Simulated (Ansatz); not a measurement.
# Changed inputs in constrained RPA: MoF6 (Im-3m)

Aim: hold the target of a cRPA run on MoF6 (Im-3m) and move one thing at a time.

Method: constrained RPA on LDA, plane waves, PAW, in Ansatz 0.2.0.

## 1. The structure

The structure is cubic, space group Im-3m (No. 229). The conventional cell has a = 6.335 Å, b = 6.335 Å, c = 6.335 Å, α = 90.00°, β = 90.00°, γ = 90.00°. Nearest to Mo lie 6 F at 1.83 Å. Nearest to F lie 1 Mo at 1.83 Å. Farther neighbours and most contacts between anions are not listed.

The cell and positions are those that the Materials Project relaxed with its own functionals (PBE, PBE+U or r2SCAN), kept fixed. The program's search for lower electronic states was switched off, so nothing shows that the state found is the lowest. The default PAW set here is soft_2. Its files were made with PBE.

## 2. Base: Mo t2g, bands c1 to c3, 4×4×4 mesh, medium accuracy

Constrained RPA screens the interaction with every transition except those inside the target bands, which a later many-body model would treat itself.

input.yaml reads:

```yaml
crystal:
  lattice:
    - [-3.16734322, -3.16734322, 3.16734322]
    - [-3.16734322, 3.16734322, -3.16734322]
    - [3.16734322, -3.16734322, -3.16734322]
  atoms:
    - { symbol: Mo, position: [0.0, 0.0, 0.0] }
    - { symbol: F, position: [0.71067122, 0.71067122, 0.0] }
    - { symbol: F, position: [0.28932878, 0.28932878, 0.0] }
    - { symbol: F, position: [0.0, 0.28932878, 0.28932878] }
    - { symbol: F, position: [0.0, 0.71067122, 0.71067122] }
    - { symbol: F, position: [0.71067122, 0.0, 0.71067122] }
    - { symbol: F, position: [0.28932878, 0.0, 0.28932878] }
kpoints:
  mp_grid: { grid: [6, 6, 6] }
hamiltonian:
  xc: lda
scf:
  occupations: { method: gaussian, width: 0.08 }
  n_extra_bands: 19
  max_iter: 150
  lower_state_search: "off"
output:
  crpa:
    kmesh: [4, 4, 4]
    target_bands: [c1, c3]
    projections: [{ species: Mo, l: d, shell: 4, orbitals: [dxz, dyz, dxy] }]
  local_orbitals:
    kmesh: [8, 8, 8]
    orbitals: [{ species: Mo, l: d, shell: 4, orbitals: [dxz, dyz, dxy] }]
    window: { bands: [c1, c3] }
    seedname: lo
```

Started as:

```console
> ansatz run input.yaml --threads 4 --pin off --max-ram 9216MiB --backend cpu --events-out ev --progress --plain --runs-dir out
```

Numbers of over 12 decimals in the logs are rounded to 6 here.

Log:

```text
scf.n_extra_bands = 19 over 28 filled bands (N_el = 56.0): the run solves 47 bands
Engine: ansatz 0.2.0, aarch64-unknown-linux-gnu
Pseudopotentials: kind: paw
Pseudopotential: Mo, paw, valence charge 14, recommended cutoff 420 eV (normal), Mo.paw.azcp
Pseudopotential: F, paw, valence charge 7, recommended cutoff 420 eV (normal), F.paw.azcp
Functional definition: SPW92
  exchange = slater_x
  correlation = pw_c
Crystal: 7 atoms, lattice volume = 127.100 Å³
Basis set: ecut = 420 eV, 2491 PW (Γ)
Bands: 47, of which v1, the nominal top of the filled ones, is band 28 counted from 1 (27 counted from 0)
Symmetry: 48 space group operations
Space group: Im-3m (ITA 229), of the structure as read, at distance tolerance 5.0e-5 Å
k-points: 16 of 216
Non-local potential: Mo, projectors of the file, l = 0: 3, l = 1: 2, l = 2: 2, l = 3: 1
Non-local potential: F, projectors of the file, l = 0: 2, l = 1: 2, l = 2: 1
PAW form: soft (Blöchl's): semilocal exchange-correlation on the pseudo side does not see the compensation charge
PAW frozen core: Mo, regenerated for the run's functional, and the local potential with it (the file was generated under x = pbe(κ = 0.804, μ = 0.219515), c = pbe(β = 0.066725))
PAW frozen core: F, regenerated for the run's functional, and the local potential with it (the file was generated under x = pbe(κ = 0.804, μ = 0.219515), c = pbe(β = 0.066725))
PAW one-centre angular grid: Mo, 590 points (default); XC on 64 Gauss nodes
PAW one-centre angular grid: F, 110 points (default); XC on 64 Gauss nodes
Initial density: superposition of atomic densities (neutral atoms: chi_scale 0, normalization atom), corrected by the library's trained network
Initial wavefunctions: pseudopotential atomic-orbital guess
Functional: x = slater, c = lda
SCF iter   1: F=—  HF=-9605.685147 eV  |F-HF|=—  |Δ(HF+E_count)|=         —  Δρ=1.43e-2  dr2=1.71e-1  ethr=1.77e-3  ⟨swp⟩=5.8  Hψ=3320  notcnv=0  defer=101
preconditioner: auto → Resta (q_TF=auto, 2.380 Å⁻¹)  ε∞=2.4  [insulator: Δε(μ)=4.181 eV  Ē_g=19.513 eV  σ=0.080 eV  W_gap=1.00  n_scr=18 (ndim 8)  ℏωp=22.8 eV  f_vac=0.394  D(μ)=0.00/eV (n_scr^D=0)  ε∞_Penn≈2.4]
SCF iter   2: F=—  HF=-9605.647914 eV  |F-HF|=—  |Δ(HF+E_count)|=   3.72e-2  Δρ=6.24e-3  dr2=5.75e-2  ethr=3.05e-4  ⟨swp⟩=2.2  Hψ=1237  notcnv=0  defer=199
SCF iter   3: F=—  HF=-9605.637869 eV  |F-HF|=—  |Δ(HF+E_count)|=   1.00e-2  Δρ=2.53e-3  dr2=6.49e-3  ethr=1.03e-4  ⟨swp⟩=2.0  Hψ=849  notcnv=0  defer=199
SCF iter   4: F=—  HF=-9605.636496 eV  |F-HF|=—  |Δ(HF+E_count)|=   1.37e-3  Δρ=8.45e-4  dr2=6.50e-4  ethr=1.16e-5  ⟨swp⟩=2.4  Hψ=893  notcnv=0  defer=199
SCF iter   5: F=—  HF=-9605.636407 eV  |F-HF|=—  |Δ(HF+E_count)|=   8.96e-5  Δρ=1.11e-4  dr2=1.91e-5  ethr=1.16e-6  ⟨swp⟩=2.1  Hψ=853  notcnv=0  defer=199
SCF iter   6: F=—  HF=-9605.636412 eV  |F-HF|=—  |Δ(HF+E_count)|=   5.22e-6  Δρ=2.72e-5  dr2=6.24e-7  ethr=3.42e-8  ⟨swp⟩=2.1  Hψ=833  notcnv=0  defer=199
SCF iter   7: F=-9605.636412 eV  HF=-9605.636412 eV  |F-HF|=4.80e-9  |Δ(HF+E_count)|=   3.51e-7  Δρ=4.82e-6  dr2=1.46e-8  ethr=1.79e-10  ⟨swp⟩=10.1  Hψ=3449  notcnv=0
SCF 1 converged in 7 iterations: F = -9605.636412 eV  dr2 = 1.46e-8
[...]
NSCF: frozen V_eff on 32 k-points
NSCF: frozen V_eff on 8 k-points
[...]
cRPA screening: q 1/64
cRPA screening: q 2/64
cRPA screening: q 14/64 (q-point 3)
cRPA screening: q 20/64 (q-point 6)
cRPA screening: q 44/64 (q-point 22)
cRPA screening: q 46/64 (q-point 24)
cRPA screening: q 52/64 (q-point 27)
cRPA screening: q 64/64 (q-point 43)
SCF converged after 7 iterations
Free energy (F): -9605.636412 eV
Harris-Foulkes:  -9605.636412 eV  (|F-HF|=4.80e-9)
Internal energy: -9605.636412 eV  (E = F + TS)
E sigma→0 (E₀):  -9605.636412 eV
Fermi energy:    -0.848893 eV
--- Per-component energies (eV) ---
  E_band       = -787.511753
  E_kinetic    = 1656.119465
  E_local      = -6932.236776  (includes V_loc(G=0)·N_el)
  E_nonlocal   = 594.141174
  E_hartree    = 2630.702343
  E_xc         = -642.505468
  E_vxc        = -824.080794  (∫ρ·V_xc dr)
  E_paw        = -4209.226194  (= ΣΔE_a)
  E_vpaw       = -542.871054  (= ΣTr[D̂ρ^β])
  E_aug_tail   = 0.012202  (compensation charges beyond the density's cutoff)
  E_ewald      = -2703.795484
  E_core_change = 1.152327  (= ΣΔE_core)
  E_smearing   = -0.000000  (= −TS)
  E_closure    = -0.000000  (closes the sum)
  Σ components = -9605.636412   (vs F -9605.636412, Δ=0.00e0)
--- Band table (eV; the first three rows and the last of 16) ---
  k-point 0: bands = [... 24 lower, -3.3598, -2.9890, -2.9890, -2.9890, 1.4247, 1.4247, 1.4247, 5.8570, ... 15 higher]
  k-point 1: bands = [... 24 lower, -3.3659, -3.0223, -3.0083, -3.0073, 1.3961, 1.3981, 1.4272, 5.9302, ... 15 higher]
  k-point 2: bands = [... 24 lower, -3.3779, -3.1014, -3.0550, -3.0488, 1.3383, 1.3399, 1.4324, 5.9616, ... 15 higher]
  k-point 15: bands = [... 24 lower, -3.4441, -3.0268, -3.0268, -3.0268, 1.4242, 1.4242, 1.4242, 5.6961, ... 15 higher]
--- cRPA (band scheme, projected local orbitals): target bands 29..31 (1-based), 3 Wannier function(s), 4×4×4 mesh, 62 bands' worth read of 67 solved, ecut_chi 136.0 eV, v(q+G=0) probe_charge, pair densities all_electron ---
  bands read: the sum over 62 bands ends inside a degenerate multiplet in 2 slots, whose members it reads at an even weight; the widest, k=0: bands 62 to 64 (counted from 1) at 1/3 each
  χ-basis size per q: N_G = 444..466
  window electrons = 0.0000, filled by tetrahedron_uncorrected; constrained ε̄⁻¹(q = 0, 0) head = 0.505505; min gauge Gram eig = 0.5725
  Kanamori averages over each shell's own Wannier functions (sites counted from 0, functions from 1):
    Site 0, 4D, 3 of 5 d orbitals (Wannier functions 1, 2, 3; wannier90's mr 2, 3, 5):
      screened: U = 5.9901 eV, U' = 5.2837 eV, J = 0.2892 eV
      screened, to within: U = 1.9e-2 eV, U' = 1.9e-2 eV, J = 4.8e-4 eV
      bare: V = 12.4454 eV, V' = 11.3459 eV, J = 0.4015 eV
  Hermiticity witness max|P − P†| over intra, direct and exchange elements: 6.22e-15 eV (screened), 3.37e-26 eV (bare)
  Reality witness max|Im| over intra, direct and exchange elements: 6.73e-21 eV (screened), 2.16e-20 eV (bare)
```

Run time: 36 s. Hardware: 4 threads of Arm Neoverse V2, shared host; peak memory 0.76 GiB; 2.3 min of CPU time.

In the SCF lines HF is the Harris–Foulkes energy and dr2 the Hartree energy of the density residual, in eV; the loop may stop once dr2 is under the threshold and the program's other checks hold. Hψ counts applications of the Hamiltonian.

Numbers from this step:

| Property | Result |
| --- | --- |
| U | 5.990 eV |
| U prime (inter-orbital) | 5.284 eV |
| J | 0.2892 eV |
| bare V | 12.45 eV |
| bare J | 0.4015 eV |
| stated bound on U | 0.01875 eV |
| U over bare V | 0.4813 |
| electrons in the window | 0 |
| head of the constrained inverse dielectric matrix | 0.5055 |
| least eigenvalue of the projection's overlap | 0.5725 |
| target functions | 3 |
| bands in the sums | 62 |
| r.m.s. miss of the model bands | 3.71e-5 eV |
| width of the target bands | 0.1475 eV |
| weight of the projected orbitals in the window | 0.5956 |

On the Mo t2g shell, screening brings the on-site interaction from 12.4 eV down to U = 5.99 eV.

## 3. Changed: 2×2×2 mesh

input.yaml, as its differences from that of step 2:

```diff
@@ -24,9 +24,4 @@
   crpa:
-    kmesh: [4, 4, 4]
+    kmesh: [2, 2, 2]
     target_bands: [c1, c3]
     projections: [{ species: Mo, l: d, shell: 4, orbitals: [dxz, dyz, dxy] }]
-  local_orbitals:
-    kmesh: [8, 8, 8]
-    orbitals: [{ species: Mo, l: d, shell: 4, orbitals: [dxz, dyz, dxy] }]
-    window: { bands: [c1, c3] }
-    seedname: lo
```

Log:

```text
[...]
Crystal: 7 atoms, lattice volume = 127.100 Å³
Basis set: ecut = 420 eV, 2491 PW (Γ)
Bands: 47, of which v1, the nominal top of the filled ones, is band 28 counted from 1 (27 counted from 0)
Symmetry: 48 space group operations
[...]
k-points: 16 of 216
[...]
SCF iter   1: F=—  HF=-9605.685147 eV  |F-HF|=—  |Δ(HF+E_count)|=         —  Δρ=1.43e-2  dr2=1.71e-1  ethr=1.77e-3  ⟨swp⟩=5.8  Hψ=3320  notcnv=0  defer=101
[...]
SCF iter   7: F=-9605.636412 eV  HF=-9605.636412 eV  |F-HF|=4.80e-9  |Δ(HF+E_count)|=   3.51e-7  Δρ=4.82e-6  dr2=1.46e-8  ethr=1.79e-10  ⟨swp⟩=10.1  Hψ=3449  notcnv=0
SCF 1 converged in 7 iterations: F = -9605.636412 eV  dr2 = 1.46e-8
[...]
NSCF: frozen V_eff on 3 k-points
[...]
cRPA screening: q 1/8
cRPA screening: q 2/8
cRPA screening: q 8/8
SCF converged after 7 iterations
Free energy (F): -9605.636412 eV
[...]
Internal energy: -9605.636412 eV  (E = F + TS)
E sigma→0 (E₀):  -9605.636412 eV
Fermi energy:    -0.848893 eV
[...]
--- Band table (eV; the first three rows and the last of 16) ---
  k-point 0: bands = [... 24 lower, -3.3598, -2.9890, -2.9890, -2.9890, 1.4247, 1.4247, 1.4247, 5.8570, ... 15 higher]
  k-point 1: bands = [... 24 lower, -3.3659, -3.0223, -3.0083, -3.0073, 1.3961, 1.3981, 1.4272, 5.9302, ... 15 higher]
  k-point 2: bands = [... 24 lower, -3.3779, -3.1014, -3.0550, -3.0488, 1.3383, 1.3399, 1.4324, 5.9616, ... 15 higher]
  k-point 15: bands = [... 24 lower, -3.4441, -3.0268, -3.0268, -3.0268, 1.4242, 1.4242, 1.4242, 5.6961, ... 15 higher]
[...]
χ-basis size per q: N_G = 444..466
[...]
Site 0, 4D, 3 of 5 d orbitals (Wannier functions 1, 2, 3; wannier90's mr 2, 3, 5):
      screened: U = 6.0110 eV, U' = 5.3042 eV, J = 0.2893 eV
      screened, to within: U = 2.1e-2 eV, U' = 2.1e-2 eV, J = 4.8e-4 eV
      bare: V = 12.5408 eV, V' = 11.4422 eV, J = 0.4016 eV
[...]
```

Wall time 6.5 s (4 threads); peak memory 0.58 GiB.

Numbers from this step:

- U: 6.011 eV
- U prime (inter-orbital): 5.304 eV
- J: 0.2893 eV
- bare V: 12.54 eV
- bare J: 0.4016 eV
- stated bound on U: 0.02007 eV
- U over bare V: 0.4793
- electrons in the window: 0
- head of the constrained inverse dielectric matrix: 0.5008
- least eigenvalue of the projection's overlap: 0.5725
- target functions: 3
- bands in the sums: 62
- width of the target bands: 0.1475 eV
- weight of the projected orbitals in the window: 0.5956

On the Mo t2g shell, screening brings the on-site interaction from 12.5 eV down to U = 6.01 eV.

## 4. Changed: accuracy high

input.yaml, as its differences from that of step 3:

```diff
@@ -24,4 +24,5 @@
   crpa:
-    kmesh: [2, 2, 2]
+    kmesh: [4, 4, 4]
     target_bands: [c1, c3]
     projections: [{ species: Mo, l: d, shell: 4, orbitals: [dxz, dyz, dxy] }]
+    accuracy: high
```

Log:

```text
[...]
Crystal: 7 atoms, lattice volume = 127.100 Å³
Basis set: ecut = 420 eV, 2491 PW (Γ)
Bands: 47, of which v1, the nominal top of the filled ones, is band 28 counted from 1 (27 counted from 0)
Symmetry: 48 space group operations
[...]
k-points: 16 of 216
[...]
k-point 15: bands = [... 24 lower, -3.4441, -3.0268, -3.0268, -3.0268, 1.4242, 1.4242, 1.4242, 5.6961, ... 15 higher]
[...]
χ-basis size per q: N_G = 444..466
[...]
Site 0, 4D, 3 of 5 d orbitals (Wannier functions 1, 2, 3; wannier90's mr 2, 3, 5):
      screened: U = 5.9910 eV, U' = 5.2849 eV, J = 0.2893 eV
      screened, to within: U = 9.3e-4 eV, U' = 9.3e-4 eV, J = 3.6e-5 eV
      bare: V = 12.4454 eV, V' = 11.3459 eV, J = 0.4015 eV
[...]
[key lines of the parts left out:]
SCF converged after 7 iterations
Free energy (F): -9605.636412 eV
Fermi energy:    -0.848893 eV
```

The job ended after 63 s (4 threads; peak memory 0.81 GiB).

Numbers from this step:

- U: 5.991 eV
- U prime (inter-orbital): 5.285 eV
- J: 0.2893 eV
- bare V: 12.45 eV
- bare J: 0.4015 eV
- stated bound on U: 9.21e-4 eV
- U over bare V: 0.4814
- electrons in the window: 0
- head of the constrained inverse dielectric matrix: 0.5057
- least eigenvalue of the projection's overlap: 0.5725
- target functions: 3
- bands in the sums: 62
- width of the target bands: 0.1475 eV
- weight of the projected orbitals in the window: 0.5956

On the Mo t2g shell, screening brings the on-site interaction from 12.4 eV down to U = 5.99 eV.

## 5. Changed: smooth pair densities

input.yaml, as its differences from that of step 4:

```diff
@@ -27,2 +27,2 @@
     projections: [{ species: Mo, l: d, shell: 4, orbitals: [dxz, dyz, dxy] }]
-    accuracy: high
+    pair_densities: pseudo
```

Log:

```text
[...]
Crystal: 7 atoms, lattice volume = 127.100 Å³
Basis set: ecut = 420 eV, 2491 PW (Γ)
Bands: 47, of which v1, the nominal top of the filled ones, is band 28 counted from 1 (27 counted from 0)
Symmetry: 48 space group operations
[...]
k-points: 16 of 216
[...]
χ-basis size per q: N_G = 444..466
[...]
Site 0, 4D, 3 of 5 d orbitals (Wannier functions 1, 2, 3; wannier90's mr 2, 3, 5):
      screened: U = 6.0011 eV, U' = 5.2845 eV, J = 0.2937 eV
      screened, to within: U = 2.1e-3 eV, U' = 2.1e-3 eV, J = 8.2e-5 eV
      screened, sum over states alone: U = 6.4228 eV, U' = 5.5936 eV, J = 0.3470 eV
      bare: V = 12.4454 eV, V' = 11.3459 eV, J = 0.4015 eV
[...]
[key lines of the parts left out:]
SCF converged after 7 iterations
Free energy (F): -9605.636412 eV
Fermi energy:    -0.848893 eV
```

The job ended after 48 s (4 threads; peak memory 0.73 GiB).

Numbers from this step:

```yaml
u: 6.001 eV
u_prime_inter_orbital: 5.285 eV
j: 0.2937 eV
bare_v: 12.45 eV
bare_j: 0.4015 eV
stated_bound_on_u: 0.002096 eV
u_over_bare_v: 0.4822
electrons_in_the_window: 0
head_of_the_constrained_inverse_dielectric_matrix: 0.5059
least_eigenvalue_of_the_projection_s_overlap: 0.5725
target_functions: 3
bands_in_the_sums: 62
width_of_the_target_bands: 0.1475 eV
weight_of_the_projected_orbitals_in_the_window: 0.5956
```

On the Mo t2g shell, screening brings the on-site interaction from 12.4 eV down to U = 6.00 eV.

## 6. Changed: sums without a band count

input.yaml, as its differences from that of step 5:

```diff
@@ -27,2 +27,2 @@
     projections: [{ species: Mo, l: d, shell: 4, orbitals: [dxz, dyz, dxy] }]
-    pair_densities: pseudo
+    accuracy: sum_over_states
```

Log:

```text
Error: 2 input errors — fix all and re-run
  1. invalid value for `output.crpa.n_empty_bands`: is left out, and the sums over bands alone (accuracy: sum_over_states under output.crpa) have no default for it, since their result follows it; type one, or take accuracy: low, medium or high under output.crpa
  2. invalid value for `output.crpa.ecut_chi`: is left out, and the sums over bands alone (accuracy: sum_over_states under output.crpa) have no default for it, since their result follows it; type one, or take accuracy: low, medium or high under output.crpa
```

Run time: 0.09 s. Hardware: 4 threads; peak memory 0.079 GiB.

The input was rejected at the start.

The program's message: “Error: 2 input errors — fix all and re-run”

The fault put into this input: sums without a band count.

## 7. Changed: r2SCAN

This step: constrained RPA on r2SCAN, plane waves, PAW.

input.yaml, as its differences from that of step 6:

```diff
@@ -16,3 +16,3 @@
 hamiltonian:
-  xc: lda
+  xc: r2scan
 scf:
@@ -27,2 +27 @@
     projections: [{ species: Mo, l: d, shell: 4, orbitals: [dxz, dyz, dxy] }]
-    accuracy: sum_over_states
```

Log:

```text
[...]
Crystal: 7 atoms, lattice volume = 127.100 Å³
Basis set: ecut = 500 eV, 3151 PW (Γ), exchange–correlation on 180×180×180 points (64 copies of the dense FFT grid, shifted against one another)
Bands: 47, of which v1, the nominal top of the filled ones, is band 28 counted from 1 (27 counted from 0)
Symmetry: 48 space group operations
[...]
k-points: 16 of 216
[...]
k-point 15: bands = [... 24 lower, -3.7057, -3.2945, -3.2945, -3.2945, 1.5353, 1.5353, 1.5353, 5.9655, ... 15 higher]
[...]
χ-basis size per q: N_G = 444..466
[...]
Site 0, 4D, 3 of 5 d orbitals (Wannier functions 1, 2, 3; wannier90's mr 2, 3, 5):
      screened: U = 6.3477 eV, U' = 5.6048 eV, J = 0.3116 eV
      screened, to within: U = 1.7e-2 eV, U' = 1.7e-2 eV, J = 4.0e-4 eV
      bare: V = 12.8206 eV, V' = 11.7084 eV, J = 0.4281 eV
[...]
[key lines of the parts left out:]
SCF converged after 7 iterations
Free energy (F): -9827.357746 eV
Fermi energy:    -0.920642 eV
```

Run time: 64 s. Hardware: 4 threads; peak memory 1.1 GiB; 4 min of CPU time.

Numbers from this step:

```
U                                                 : 6.348 eV
U prime (inter-orbital)                           : 5.605 eV
J                                                 : 0.3116 eV
bare V                                            : 12.82 eV
bare J                                            : 0.4281 eV
stated bound on U                                 : 0.01688 eV
U over bare V                                     : 0.4951
electrons in the window                           : 0
head of the constrained inverse dielectric matrix : 0.5303
least eigenvalue of the projection's overlap      : 0.5896
target functions                                  : 3
bands in the sums                                 : 62
width of the target bands                         : 0.1307 eV
weight of the projected orbitals in the window    : 0.6133
```

On the Mo t2g shell, screening brings the on-site interaction from 12.8 eV down to U = 6.35 eV.

(Part 1 of 2 ends here.)

[Paths, hosts, dates, memory and timing lines, banners, echoed tables and standing remarks are left out of the program output.]

[Logs are printed without paths, hosts, clocks, repeated set-up lines and the standing remarks that a program may print on its own settings, such as how far it seeks lower states.]

[Runs of the session that timed out or met a known fault of the program may be left out.]

[Hosts, paths, dates, database ids (printed as entryN), source tags and the programs' standing remarks are cut or masked in the printed files.]
